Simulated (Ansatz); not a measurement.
# Hf (Im-3m, 1 atom in the cell): from the cell to its phonons, part 2 of 2

Wanted: phonon frequencies of Hf (Im-3m, 1 atom in the cell) and what follows from them.

Ansatz 0.2.0; DFT PBEsol, scalar-relativistic, plane waves, PAW; PAW set soft_1.

So far. Step 4 (Tight relaxation): The forces vanish by symmetry and the pressure is 0.000 GPa, within the tolerances set. The cell now holds 21.24 Å³/atom. The relaxed cell has a = 3.489 Å (conventional setting).

This is not the structure that Hf takes at ambient pressure and room temperature (hexagonal, No. 194); it is a model or a phase of other conditions.

### 5. The dispersion

Stability and thermal properties need the whole zone. Linear response on a 4×4×4 q mesh gives force constants as far as a supercell of that size would.

File input.yaml:

```yaml
crystal:
  lattice:
    - [-1.7446091036, 1.7446091036, 1.7446091036]
    - [1.7446091036, -1.7446091036, 1.7446091036]
    - [1.7446091036, 1.7446091036, -1.7446091036]
  atoms:
    - { symbol: Hf, position: [0.0, 0.0, 0.0] }
kpoints:
  mp_grid: { grid: [16, 16, 16] }
hamiltonian:
  xc: pbesol
  pseudopotentials: { kind: paw, azcp: { folder: soft_1 }, xc_functional: pbe }
scf:
  occupations: { method: methfessel_paxton, width: 0.2 }
output:
  eigenvalues: true
phonons:
  method: dfpt
  qmesh: [4, 4, 4]
  temperatures: { t_max: 1000, t_step: 50 }
  qpath:
    path:
      - [[0.0, 0.0, 0.0], [0.5, -0.5, 0.5], [0.0, 0.0, 0.5], [0.0, 0.0, 0.0], [0.25, 0.25, 0.25], [0.5, -0.5, 0.5]]
      - [[0.25, 0.25, 0.25], [0.0, 0.0, 0.5]]
    npoints: 10
```

Launch:

```
$ ansatz run input.yaml --threads 4 --pin off --max-ram 10240MiB --backend cpu --events-out ev --progress --plain --runs-dir out
```

Numbers of over 12 decimals in the logs are rounded to 6 here.

Log:

```text
[...]
Crystal: 1 atoms, lattice volume = 21.240 Å³
Basis set: ecut = 420 eV, 381 PW (Γ), exchange–correlation on 48×48×48 points (8 copies of the dense FFT grid, shifted against one another)
Bands: 17, of which v1, the nominal top of the filled ones, is band 13 counted from 1 (12 counted from 0)
Symmetry: 48 space group operations
k-points: 145 of 4096
[...]
SCF iter   1: F=—  HF=-15598.737936 eV  |F-HF|=—  |Δ(HF+E_count)|=         —  Δρ=3.09e-2  dr2=2.58e-1  ethr=3.10e-3  ⟨swp⟩=5.1  Hψ=11043  notcnv=0
[...]
SCF iter  10: F=-15598.637054 eV  HF=-15598.637054 eV  |F-HF|=0.00e0  |Δ(HF+E_count)|=  1.46e-11  S|Δr|=    0.00e0  Δρ=4.10e-8  dr2=1.57e-13  ethr=1.00e-12  ⟨swp⟩=7.1  Hψ=13142  notcnv=0
SCF 1 converged in 10 iterations: F = -15598.637054 eV  dr2 = 1.57e-13
[...]
NSCF: frozen V_eff on 145 k-points
[...]
DFPT response loops at q = (0, 0, 0) (fractional): preconditioner auto → Kerker (q_TF=auto, 2.822 Å⁻¹) (partly filled bands, converged f_vac=0.000); β = 1.00, the filter's whole step (`scf.mixing.beta` (0.50) is not read by the response loops under this deck's `scf.mixing.preconditioner`; to damp them name `kerker` or `kerker_dos`, under which they read `scf.mixing.beta`, and type it under 1.00, their step now; both keys bind the ground state too); Broyden in place of MSR1
[...]
SCF converged after 10 iterations
[...]
Free energy (F): -15598.637054 eV
[...]
Internal energy: -15598.640534 eV  (E = F + TS)
E sigma→0 (E₀):  -15598.637924 eV
Entropy (-TS):   0.003481 eV (3.481 meV/atom)
Fermi energy:    18.708085 eV
[...]
--- Band table (eV; the first three rows and the last of 145) ---
  k-point 0: bands = [... 9 lower, 7.4579, 7.4941, 11.5045, 20.2434, 20.2434, 20.2434, 23.1905, 23.1905]
  k-point 1: bands = [... 9 lower, 7.4571, 7.4909, 11.6588, 20.1346, 20.2043, 20.3976, 23.0098, 23.1890]
  k-point 2: bands = [... 9 lower, 7.4549, 7.4832, 12.1040, 19.8424, 20.0346, 20.8540, 22.6809, 23.1973]
  k-point 144: bands = [... 9 lower, 7.4685, 7.4685, 15.9036, 15.9036, 25.8740, 25.8740, 25.8740, 26.3590]
--- Phonons (Γ-DFPT): 1 representative perturbation + reference (Σ response iterations 3) ---
  ASR residual: 7.829e-6 → 0.000e0 eV/Å²; symmetrization residual: 1.091e-11 eV/Å²
  ASR residual per site (eV/Å²): 7.83e-6
  Γ frequencies (cm⁻¹): 0.00 0.00 0.00
--- Phonons (arbitrary-q DFPT): 8 irreducible q on the 4×4×4 mesh ---
  q = [0.0000, 0.0000, 0.0000] (star 1, of the zone-centre solve; hermiticity 1.54e-7, symmetrization 1.39e-6): -0.00 -0.00 0.00
  q = [0.0000, 0.0000, 0.2500] (star 12, 2 solved perturbations in 3336 linear systems a pass and spin channel, the states on 2176 of 4096 k-point pairs; hermiticity 2.61e-13, symmetrization 7.02e-12): -45.89 56.50 93.53
[...]
q = [0.2500, 0.2500, 0.2500] (star 2, 1 solved perturbation on 589 of 4096 k-point pairs; hermiticity 5.72e-12, symmetrization 1.07e-11): -36.33 -36.33 -36.33
[...]
sum rule: each row above includes the acoustic sum rule's correction from the zone centre's row sums; it moved no ω² by more than (0.11 cm⁻¹)²
  mesh force constants: q→R imaginary residual 0.00e0; ASR residual 7.829e-6 → 0.000e0 eV/Å²; symmetrization residual 1.110e-15 eV/Å²
  interpolated dispersion: 62 rows × 3 modes
  density of states and harmonic sums: on the 28×28×28 q-mesh, interpolated from the force constants of a 4×4×4 supercell (no non-analytic term)
  largest difference from the sums on the solved wave vectors: F 3.79e-2 eV, S 4.75e-5 and C_V 9.84e-6 eV/K
  zero-point energy: 0.012496 eV/cell   skipped modes (ω ≤ 0): 421, of them read as no rigid motion or as one in doubt: 418 (6.849e-1 modes/cell left out, lowest -87.87 cm⁻¹)   left out of the sums: 2.28e-1 of the cell's modes: C_V's classical limit lies that fraction below 3 k_B per atom; for a crystal, a wire or a layer, F and S can be off by more, and a phonons.interpolated_qmesh denser along its periods is the remedy for the sampling
```

The job ended after 2.7 min (4 threads of Arm Neoverse V2, shared host; peak memory 3.9 GiB).

In the SCF lines HF is the Harris–Foulkes energy and dr2 the Hartree energy of the density residual, in eV; the loop may stop once dr2 is under the threshold and the program's other checks hold. Hψ counts applications of the Hamiltonian.

This step gave:

* sum-rule residual before enforcement: 7.83e-6 eV/Å²
* lowest frequency on the path: -87.86 cm⁻¹
* highest frequency on the path or at a solved wavevector: 138.3 cm⁻¹
* lowest mode on the q mesh (acoustic modes at Γ apart): -87.56 cm⁻¹

Frequencies (cm⁻¹) solved at each irreducible wavevector; negative means imaginary. Frequencies by wavevector, by row:

| q in reciprocal lattice units | star | mode 1 | mode 2 | mode 3 |
| --- | --- | --- | --- | --- |
| 0 0 0 | 1 | 0 | 0 | 0 |
| 0 0 0.25 | 12 | -45.9 | 56.5 | 93.5 |
| 0 0 -0.5 | 6 | -87.6 | 88.6 | 96.4 |
| 0 0.25 0.25 | 24 | -54.1 | 54.8 | 110.8 |
| 0.25 0.25 0.25 | 2 | -36.3 | -36.3 | -36.3 |
| 0.25 0.25 -0.25 | 6 | 73.6 | 92 | 92 |
| 0.25 -0.5 -0.5 | 12 | 96.6 | 117.5 | 119.2 |
| -0.5 -0.5 -0.5 | 1 | 138.3 | 138.3 | 138.3 |

Interpolated from a 4×4×4 q mesh. Phonon branches along the path, in cm⁻¹:

| point | branch 1 | branch 2 | branch 3 |
| --- | --- | --- | --- |
| Γ | 0 | 0 | 0 |
| halfway | 74 | 92 | 92 |
| H | 138 | 138 | 138 |
| halfway | 97 | 118 | 119 |
| N | -88 | 89 | 96 |
| halfway | -46 | 56 | 94 |
| Γ | 0 | 0 | 0 |
| halfway | -44 | -44 | 118 |
| P | -36 | -36 | -36 |
| halfway | 79 | 107 | 107 |
| H | 138 | 138 | 138 |
| jump to P | -36 | -36 | -36 |
| halfway | -86 | 65 | 86 |
| N | -88 | 89 | 96 |

The phonon branches as a text plot (rows in cm⁻¹):

```
    134 |         ******                                ***
    124 |        **    **                   *          *
    115 |        *      ***                * *        *
    105 |       *         **              *          **
     96 |     **         * *******            *     *         ***
     86 |       *           ****  *      *                     **
     77 |    ***                *                  * *       **
     68 |    *            *        *                        *
     58 |   *                    *      *      *  *
     49 |  *                      * *                        *
     39 |                          *                *
     30 | **                           *         *         **
     20 | *                         **
     11 |                            *
      2 |*                            ***
     -8 |                            *
    -17 |                           *    *
    -27 |                          *      *
    -36 |                         *             *          *
    -45 |                        *         *       *
    -55 |                                   *  *           *
    -64 |                  *                 **  **
    -74 |                       *                           *
    -83 |                   ****                             ****
         Γ           H       N        Γ         P        H|P    N
```

Tetrahedra on a 28×28×28 mesh, mean over bins of 2 cm-1. Interpolated from a 4×4×4 q mesh. Table of phonon density of states by wavenumber; read off at these points:

| wavenumber (cm⁻¹) | phonon density of states (1/cm⁻¹/cell) |
| --- | --- |
| -80 | 0.00991 |
| -70 | 0.0151 |
| -60 | 0.00991 |
| -50 | 0.00866 |
| -40 | 0.00749 |
| -30 | 0.00606 |
| -20 | 0.00456 |
| -10 | 0.00377 |
| 0 | 0.00360 |
| 10 | 0.00378 |
| 20 | 0.00506 |
| 30 | 0.00704 |
| 40 | 0.00957 |
| 50 | 0.0120 |
| 60 | 0.0143 |
| 70 | 0.0168 |
| 80 | 0.0205 |
| 90 | 0.0247 |
| 100 | 0.0441 |
| 110 | 0.0487 |
| 120 | 0.0176 |
| 130 | 0.00994 |

Second derivatives of the energy by pair, one row for each kind of neighbour of each atom listed. Each entry sums the pair over the periodic images of the supercell that the q mesh stands for, and in a polar crystal it holds the long-range dipole part too. Force constants by pair, by row:

| atom | neighbour | distance (Å) | third of the trace (eV/Å²) | along the pair's line (eV/Å²) |
| --- | --- | --- | --- | --- |
| Hf1 | itself | 0 | 3.769 | – |
| Hf1 | Hf | 3.022 | -0.7601 | -2.266 |
| Hf1 | Hf | 3.489 | 0.6186 | 1.101 |
| Hf1 | Hf | 4.934 | -0.0483 | -0.3938 |
| Hf1 | Hf | 5.786 | -0.0082 | -0.0226 |
| Hf1 | Hf | 6.044 | -0.0406 | 0.0505 |
| Hf1 | Hf | 6.978 | -0.161 | -0.3653 |

Symmetry leaves 8 wavevectors to solve. The lowest mode among them, the acoustic zeros apart, lies at q = (0, 0, -0.5) and is imaginary, 87.6i cm⁻¹, so the energy falls along it.

### 6. Isotope substitution

An isotope changes the mass and not the force constants, so no new electronic calculation is needed; the shifts show which modes move this element.

The same force constants with the mass of Hf changed from 178.486 to 173.940 u (phonopy, no LO-TO term). Both lists are sorted by frequency. Modes under 3 cm⁻¹ are left out. Isotope shifts, by row:

| q | rank | natural mass (cm⁻¹) | changed mass (cm⁻¹) |
| --- | --- | --- | --- |
| 0 0 0.25 | 1 | -45.89 | -46.49 |
| 0 0 0.25 | 2 | 56.5 | 57.24 |
| 0 0 0.25 | 3 | 93.53 | 94.74 |
| 0 0 -0.5 | 1 | -87.56 | -88.7 |
| 0 0 -0.5 | 2 | 88.61 | 89.76 |
| 0 0 -0.5 | 3 | 96.36 | 97.61 |
| 0 0.25 0.25 | 1 | -54.14 | -54.84 |
| 0 0.25 0.25 | 2 | 54.82 | 55.53 |
| 0 0.25 0.25 | 3 | 110.8 | 112.2 |

With one element every mode shifts by +1.30 %.

### 7. What came out

| Quantity | Value |
| --- | --- |
| space group after relaxation (within 0.01 Å) | Im-3m |
| volume per atom | 21.2 Å³ |
| electronic character | no gap on this mesh |
| lowest mode on the q mesh (acoustic modes at Γ apart) | -87.6 cm⁻¹ |
| highest frequency on the path or at a solved wavevector | 138 cm⁻¹ |
| imaginary modes on the 4×4×4 q mesh | yes |

In words: Modes are clearly imaginary (beyond 10i cm⁻¹) at 4 of the 8 irreducible wavevectors, most at q = (0, 0, -0.5) (87.6i cm⁻¹), so this structure is not a minimum of the energy. With no gap, or one that is small against the smearing, the frequencies hang on the k mesh and the smearing, most of all near Kohn anomalies. Spin-orbit coupling is left out, which can matter for the heavy elements here. The PAW files were made for PBE and serve the other functionals too. These are harmonic frequencies at zero temperature: anharmonic shifts, linewidths and thermal expansion are left out.

[Logs are printed without paths, hosts, clocks, repeated set-up lines and the standing remarks that a program may print on its own settings, such as how far it seeks lower states.]

[Hosts, paths, dates, database ids (printed as entryN), source tags and the programs' standing remarks are cut or masked in the printed files.]
